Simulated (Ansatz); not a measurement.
# Lattice dynamics of Ti (Im-3m, 1 atom in the cell), part 2 of 2

How does Ti (Im-3m, 1 atom in the cell) vibrate, and is this structure a minimum?

Ansatz 0.2.0; DFT PBEsol, scalar-relativistic, plane waves, PAW.

So far. Step 3 (Tight relaxation): The forces vanish by symmetry and the pressure is -0.001 GPa, within the tolerances set. The cell now holds 16.52 Å³/atom. The relaxed cell has a = 3.209 Å (conventional setting).

This is not the structure that Ti takes at ambient pressure and room temperature (hexagonal, No. 194); it is a model or a phase of other conditions.

**4. The dispersion**

Stability and thermal properties need the whole zone. Linear response on a 4×4×4 q mesh gives force constants as far as a supercell of that size would.

File input.yaml:

```yaml
crystal:
  lattice:
    - [-1.6043528686, 1.6043528686, 1.6043528686]
    - [1.6043528686, -1.6043528686, 1.6043528686]
    - [1.6043528686, 1.6043528686, -1.6043528686]
  atoms:
    - { symbol: Ti, position: [0.0, 0.0, 0.0] }
kpoints:
  mp_grid: { grid: [20, 20, 20] }
hamiltonian:
  xc: pbesol
scf:
  occupations: { method: methfessel_paxton, width: 0.15 }
output:
  eigenvalues: true
phonons:
  method: dfpt
  qmesh: [4, 4, 4]
  temperatures: { t_max: 1000, t_step: 50 }
  qpath:
    path:
      - [[0.0, 0.0, 0.0], [0.5, -0.5, 0.5], [0.0, 0.0, 0.5], [0.0, 0.0, 0.0], [0.25, 0.25, 0.25], [0.5, -0.5, 0.5]]
      - [[0.25, 0.25, 0.25], [0.0, 0.0, 0.5]]
    npoints: 10
```

The run is started by

```sh
> ansatz run input.yaml --threads 4 --pin off --max-ram 7168MiB --backend cpu --events-out ev --progress --plain --runs-dir out
```

Numbers of over 12 decimals in the logs are rounded to 6 here.

Output:

```text
[...]
Crystal: 1 atoms, lattice volume = 16.518 Å³
Basis set: ecut = 420 eV, 321 PW (Γ), exchange–correlation on 40×40×40 points (8 copies of the dense FFT grid, shifted against one another)
Bands: 10, of which v1, the nominal top of the filled ones, is band 6 counted from 1 (5 counted from 0)
Symmetry: 48 space group operations
k-points: 256 of 8000
[...]
SCF iter   1: F=—  HF=-2473.793466 eV  |F-HF|=—  |Δ(HF+E_count)|=         —  Δρ=5.28e-3  dr2=2.67e-3  ethr=1.77e-3  ⟨swp⟩=4.4  Hψ=13246  notcnv=0
[...]
SCF iter   7: F=-2473.792375 eV  HF=-2473.792375 eV  |F-HF|=4.55e-13  |Δ(HF+E_count)|=  1.14e-11  S|Δr|=    0.00e0  Δρ=6.59e-8  dr2=6.63e-13  ethr=1.00e-12  ⟨swp⟩=4.8  Hψ=8881  notcnv=0
SCF 1 converged in 7 iterations: F = -2473.792375 eV  dr2 = 6.63e-13
[...]
NSCF: frozen V_eff on 256 k-points
[...]
DFPT response loops at q = (0, 0, 0) (fractional): preconditioner auto → Kerker (q_TF=auto, 2.587 Å⁻¹) (partly filled bands, converged f_vac=0.000); β = 1.00, the filter's whole step (`scf.mixing.beta` (0.50) is not read by the response loops under this deck's `scf.mixing.preconditioner`; to damp them name `kerker` or `kerker_dos`, under which they read `scf.mixing.beta`, and type it under 1.00, their step now; both keys bind the ground state too); Broyden in place of MSR1
[...]
SCF converged after 7 iterations
[...]
Free energy (F): -2473.792375 eV
[...]
Internal energy: -2473.792593 eV  (E = F + TS)
E sigma→0 (E₀):  -2473.792429 eV
Entropy (-TS):   0.000218 eV (0.218 meV/atom)
Fermi energy:    13.790058 eV
[...]
--- Band table (eV; the first three rows and the last of 256) ---
[...]
--- Phonons (Γ-DFPT): 1 representative perturbation + reference (Σ response iterations 3) ---
  ASR residual: 2.826e-5 → 0.000e0 eV/Å²; symmetrization residual: 5.960e-13 eV/Å²
  ASR residual per site (eV/Å²): 2.83e-5
  Γ frequencies (cm⁻¹): 0.00 0.00 0.00
--- Phonons (arbitrary-q DFPT): 8 irreducible q on the 4×4×4 mesh ---
  q = [0.0000, 0.0000, 0.0000] (star 1, of the zone-centre solve; hermiticity 8.31e-9, symmetrization 1.90e-8): -0.00 -0.00 0.00
  q = [0.0000, 0.0000, 0.2500] (star 12, 2 solved perturbations in 6410 linear systems a pass and spin channel, the states on 4200 of 8000 k-point pairs; hermiticity 3.69e-13, symmetrization 3.12e-13): -79.08 93.03 164.04
[...]
q = [0.2500, 0.2500, 0.2500] (star 2, 1 solved perturbation on 1116 of 8000 k-point pairs; hermiticity 4.55e-13, symmetrization 1.53e-12): -103.94 -103.94 -103.94
[...]
sum rule: each row above includes the acoustic sum rule's correction from the zone centre's row sums; it moved no ω² by more than (0.40 cm⁻¹)²
  mesh force constants: q→R imaginary residual 0.00e0; ASR residual 2.826e-5 → 0.000e0 eV/Å²; symmetrization residual 1.110e-15 eV/Å²
  interpolated dispersion: 62 rows × 3 modes
  density of states and harmonic sums: on the 28×28×28 q-mesh, interpolated from the force constants of a 4×4×4 supercell (no non-analytic term)
  largest difference from the sums on the solved wave vectors: F 2.34e-2 eV, S 2.98e-5 and C_V 6.49e-6 eV/K
  zero-point energy: 0.020797 eV/cell   skipped modes (ω ≤ 0): 444, of them read as no rigid motion or as one in doubt: 441 (7.221e-1 modes/cell left out, lowest -167.75 cm⁻¹)   left out of the sums: 2.41e-1 of the cell's modes: C_V's classical limit lies that fraction below 3 k_B per atom; for a crystal, a wire or a layer, F and S can be off by more, and a phonons.interpolated_qmesh denser along its periods is the remedy for the sampling
```

Elapsed: 2.2 min, on 4 threads of Arm Neoverse V1, shared host; peak memory 3.5 GiB.

Numbers from this step:

- sum-rule residual before enforcement: 2.83e-5 eV/Å²
- lowest frequency on the path: -167.8 cm⁻¹
- highest frequency on the path or at a solved wavevector: 223.3 cm⁻¹
- lowest mode on the q mesh (acoustic modes at Γ apart): -164.9 cm⁻¹

Frequencies (cm⁻¹) solved at each irreducible wavevector; negative means imaginary. Frequencies by wavevector, by row:

| q in reciprocal lattice units | star | mode 1 | mode 2 | mode 3 |
| --- | --- | --- | --- | --- |
| 0 0 0 | 1 | 0 | 0 | 0 |
| 0 0 0.25 | 12 | -79.1 | 93 | 164 |
| 0 0 -0.5 | 6 | -164.9 | 151.3 | 156.6 |
| 0 0.25 0.25 | 24 | -104.5 | 75.6 | 189.3 |
| 0.25 0.25 0.25 | 2 | -103.9 | -103.9 | -103.9 |
| 0.25 0.25 -0.25 | 6 | 125 | 152.4 | 152.4 |
| 0.25 -0.5 -0.5 | 12 | 169.6 | 200.6 | 201.2 |
| -0.5 -0.5 -0.5 | 1 | 223.3 | 223.3 | 223.3 |

Interpolated from a 4×4×4 q mesh. Phonon branches along the path, in cm⁻¹:

| point | branch 1 | branch 2 | branch 3 |
| --- | --- | --- | --- |
| Γ | 0 | 0 | 0 |
| halfway | 125 | 152 | 152 |
| H | 223 | 223 | 223 |
| halfway | 170 | 201 | 201 |
| N | -165 | 151 | 157 |
| halfway | -79 | 93 | 164 |
| Γ | 0 | 0 | 0 |
| halfway | -87 | -87 | 207 |
| P | -104 | -104 | -104 |
| halfway | 144 | 181 | 181 |
| H | 223 | 223 | 223 |
| jump to P | -104 | -104 | -104 |
| halfway | -167 | 96 | 137 |
| N | -165 | 151 | 157 |

The phonon branches as a text plot (rows in cm⁻¹):

```
    215 |         *******                   *          ****
    199 |        *      **                 *          *
    183 |       **        *               *  *       **
    166 |                * ** ****
    150 |     ***           ***   *      *    *     **        ***
    134 |                      **
    117 |   ****          *        *               *         **
    101 |  *                     *      *                   *
     85 |   *                       *
     68 |                         *            *  * *        *
     52 | **                       * * *
     36 | *                         *
     20 |                            * **
      3 |*                           **
    -13 |                           *
    -29 |                          *     *
    -46 |                         *                         *
    -62 |                                 *      *         *
    -78 |                        *
    -94 |                                  *       *       *
   -111 |                  *                *   *
   -127 |                       *            ***           *
   -143 |                      *                 **
   -160 |                   ***                             *****
         Γ           H       N        Γ         P        H|P    N
```

Tetrahedra on a 28×28×28 mesh, mean over bins of 5 cm-1. Interpolated from a 4×4×4 q mesh. The phonon density of states by wavenumber; read off at these points:

| wavenumber (cm⁻¹) | phonon density of states (1/cm⁻¹/cell) |
| --- | --- |
| -160.0 | 0.00493 |
| -147.5 | 0.00798 |
| -140.0 | 0.00717 |
| -120.0 | 0.00528 |
| -100.0 | 0.00516 |
| -80.0 | 0.00462 |
| -60.0 | 0.00374 |
| -40.0 | 0.00277 |
| -20.0 | 0.00225 |
| 0.0 | 0.00218 |
| 20.0 | 0.00255 |
| 40.0 | 0.00353 |
| 60.0 | 0.00496 |
| 80.0 | 0.00643 |
| 100.0 | 0.00774 |
| 120.0 | 0.00941 |
| 140.0 | 0.0118 |
| 160.0 | 0.0172 |
| 180.0 | 0.0256 |
| 187.5 | 0.0266 |
| 200.0 | 0.0163 |
| 220.0 | 0.00656 |

Second derivatives of the energy by pair, one row for each kind of neighbour of each atom listed. Each entry sums the pair over the periodic images of the supercell that the q mesh stands for, and in a polar crystal it holds the long-range dipole part too. Force constants by pair, by row:

| atom | neighbour | distance (Å) | third of the trace (eV/Å²) | along the pair's line (eV/Å²) |
| --- | --- | --- | --- | --- |
| Ti1 | itself | 0 | 2.731 | – |
| Ti1 | Ti | 2.779 | -0.5782 | -1.794 |
| Ti1 | Ti | 3.209 | 0.5577 | 0.9466 |
| Ti1 | Ti | 4.538 | -0.0732 | -0.4141 |
| Ti1 | Ti | 5.321 | 0.0099 | 0.0044 |
| Ti1 | Ti | 5.558 | -0.0337 | 0.049 |
| Ti1 | Ti | 6.417 | -0.2033 | -0.3872 |
| Ti1 | Ti | 7.175 | -0.0112 | -0.0268 |

Symmetry leaves 8 wavevectors to solve. The lowest mode among them, the acoustic zeros apart, lies at q = (0, 0, -0.5) and is imaginary, 164.9i cm⁻¹, so the energy falls along it.

**5. The same by displaced supercells**

Finite displacements in a 2×2×2 supercell give force constants from forces alone. They are exact at the wavevectors that the supercell holds, where they check the linear-response result.

input.yaml, as its differences from that of step 4:

```diff
@@ -16,4 +16,4 @@
 phonons:
-  method: dfpt
-  qmesh: [4, 4, 4]
+  method: fd
+  supercell: [2, 2, 2]
   temperatures: { t_max: 1000, t_step: 50 }
```

Output:

```text
[...]
Crystal: 8 atoms, lattice volume = 132.145 Å³
Basis set: ecut = 420 eV, 2587 PW (Γ), exchange–correlation on 80×80×80 points (8 copies of the dense FFT grid, shifted against one another)
Bands: 69, of which v1, the nominal top of the filled ones, is band 48 counted from 1 (47 counted from 0)
Symmetry: 384 space group operations
k-points: 47 of 1000
[...]
SCF iter   1: F=—  HF=-19790.338999 eV  |F-HF|=—  |Δ(HF+E_count)|=         —  Δρ=9.02e-8  dr2=5.02e-12  ethr=1.00e-12  ⟨swp⟩=3.0  Hψ=8187  notcnv=0
[...]
SCF iter   2: F=-19790.338999 eV  HF=-19790.338999 eV  |F-HF|=1.46e-11  |Δ(HF+E_count)|=  7.28e-12  S|Δr|=    0.00e0  Δρ=4.36e-8  dr2=9.58e-13  ethr=1.00e-12  ⟨swp⟩=3.1  Hψ=6173  notcnv=0
SCF 1 converged in 2 iterations: F = -19790.338999 eV  dr2 = 9.58e-13
[...]
Symmetry: 8 space group operations
k-points: 102 of 1000 (time reversal used)
[...]
SCF iter   7: F=-19790.338993 eV  HF=-19790.338993 eV  |F-HF|=7.28e-12  |Δ(HF+E_count)|=  3.64e-12  S|Δr|=    0.00e0  Δρ=3.10e-8  dr2=2.79e-12  ethr=1.00e-12  ⟨swp⟩=5.1  Hψ=23504  notcnv=0
SCF 2 converged in 7 iterations: F = -19790.338993 eV  dr2 = 2.79e-12
[...]
SCF converged after 2 iterations
[...]
Free energy (F): -19790.338999 eV
[...]
Internal energy: -19790.340741 eV  (E = F + TS)
E sigma→0 (E₀):  -19790.339434 eV
Entropy (-TS):   0.001742 eV (0.218 meV/atom)
Fermi energy:    13.790058 eV
[...]
--- Band table (eV; the first three rows and the last of 47) ---
  k-point 0: bands = [... 44 lower, 13.3361, 13.3361, 13.3361, 14.8264, 14.8264, 14.8264, 15.0927, 15.0927, ... 17 higher]
  k-point 1: bands = [... 44 lower, 13.3504, 13.3675, 13.4105, 14.7835, 14.8153, 14.8394, 14.8936, 14.9144, ... 17 higher]
  k-point 2: bands = [... 44 lower, 13.3834, 13.4600, 13.6316, 14.3133, 14.5157, 14.5157, 14.5157, 14.5157, ... 17 higher]
  k-point 46: bands = [... 44 lower, 13.7867, 13.7867, 13.7867, 13.7867, 13.7867, 13.7867, 15.1565, 15.1565, ... 17 higher]
--- Phonons: 1 displaced member + reference (amplitude 0.0025 Å, Σ member SCF iterations 7) ---
  symmetry images taken by strict's conditions (phonons.symmetry_images: auto; settled by no image being taken that strict refuses)
  ASR residual: 5.044e-5 → 0.000e0 eV/Å²; symmetrization residual: 2.220e-15 eV/Å²
  largest component of a force at the reference: 2.0e-29 eV/Å
  ASR residual per site (eV/Å²): 5.04e-5
  Γ frequencies (cm⁻¹): 0.00 0.00 0.00
[...]
```

Run time: 24 s. Hardware: 4 threads; peak memory 1.1 GiB; 93 s of CPU time.

Numbers from this step:

- atoms in the supercell: 8
- sum-rule residual before enforcement: 5.04e-5 eV/Å²
- lowest frequency on the path: -164.9 cm⁻¹

Interpolated from a 2×2×2 supercell, rough between the solved points. The phonon branches at the labelled points (cm⁻¹):

| point | branch 1 | branch 2 | branch 3 |
| --- | --- | --- | --- |
| Γ | 0 | 0 | 0 |
| halfway | -18 | 155 | 155 |
| H | 223 | 223 | 223 |
| halfway | 106 | 191 | 193 |
| N | -165 | 151 | 157 |
| halfway | -117 | 107 | 111 |
| Γ | 0 | 0 | 0 |
| halfway | -82 | -82 | 144 |
| P | -49 | -49 | -49 |
| halfway | 42 | 171 | 171 |
| H | 223 | 223 | 223 |
| jump to P | -49 | -49 | -49 |
| halfway | -142 | 101 | 128 |
| N | -165 | 151 | 157 |

The phonon branches as a text plot (rows in cm⁻¹):

```
    215 |         ******                                ***
    199 |        *    * **                             **
    183 |       * *    * **                           *
    167 |                  *                         * *
    151 |     ** *      *   ****           **       *          **
    134 |    *                  *         *  *                *
    118 |                        *            *    *  *      **
    102 |   *   *        *       *       *                  *
     86 |                         *            *  *          *
     70 |  *                       *    *
     53 |                           *            *          *
     37 | *                            *             *     *
     21 |                            *
      5 |*                            *
    -11 |     **
    -27 | *               *          * *
    -44 |                           *   *       *          *
    -60 |  *                             *
    -76 |   **                     *      **   *           *
    -92 |                         *         ***  *  *
   -108 |                                         **
   -124 |                        *                          **
   -141 |                  *    *
   -157 |                   ****                              ***
         Γ           H       N        Γ         P        H|P    N
```

Tetrahedra on a 28×28×28 mesh, mean over bins of 5 cm-1. Interpolated from a 2×2×2 supercell, rough between the solved points. Phonon density of states against wavenumber; read off at these points:

| wavenumber (cm⁻¹) | phonon density of states (1/cm⁻¹/cell) |
| --- | --- |
| -168 | 0 |
| -158 | 0.00387 |
| -148 | 0.00632 |
| -138 | 0.00851 |
| -128 | 0.0120 |
| -122 | 0.0155 |
| -112 | 0.0113 |
| -102 | 0.00869 |
| -92 | 0.00666 |
| -82 | 0.00536 |
| -72 | 0.00365 |
| -62 | 0.00283 |
| -52 | 0.00219 |
| -42 | 0.00175 |
| -32 | 0.00138 |
| -18 | 0.00123 |
| -8 | 0.00122 |
| 2 | 0.00127 |
| 12 | 0.00138 |
| 22 | 0.00161 |
| 32 | 0.00193 |
| 42 | 0.00246 |
| 52 | 0.00336 |
| 62 | 0.00438 |
| 72 | 0.00546 |
| 88 | 0.00723 |
| 98 | 0.00858 |
| 108 | 0.0102 |
| 118 | 0.0123 |
| 128 | 0.0150 |
| 138 | 0.0194 |
| 148 | 0.0316 |
| 152 | 0.0344 |
| 158 | 0.0267 |
| 168 | 0.0172 |
| 182 | 0.0118 |
| 192 | 0.00931 |
| 202 | 0.00709 |
| 212 | 0.00477 |
| 222 | 9.8e-4 |

On this path the spectrum ends at 223 cm⁻¹ (at H). A branch goes imaginary (drawn negative), down to -165 cm⁻¹ at N, so this structure is not a minimum of the harmonic energy.

**6. What came out**

| Quantity | Value |
| --- | --- |
| space group after relaxation (within 0.01 Å) | Im-3m |
| volume per atom | 16.5 Å³ |
| electronic character | no gap on this mesh |
| lowest mode on the q mesh (acoustic modes at Γ apart) | -165 cm⁻¹ |
| highest frequency on the path or at a solved wavevector | 223 cm⁻¹ |
| imaginary modes on the 4×4×4 q mesh | yes |

Modes are clearly imaginary (beyond 10i cm⁻¹) at 4 of the 8 irreducible wavevectors, most at q = (0, 0, -0.5) (164.9i cm⁻¹), so this structure is not a minimum of the energy. With no gap, or one that is small against the smearing, the frequencies hang on the k mesh and the smearing, most of all near Kohn anomalies. These are harmonic frequencies at zero temperature: anharmonic shifts, linewidths and thermal expansion are left out.

[Logs are printed without paths, hosts, clocks, repeated set-up lines and the standing remarks that a program may print on its own settings, such as how far it seeks lower states.]

[Hosts, paths, dates, database ids (printed as entryN), source tags and the programs' standing remarks are cut or masked in the printed files.]
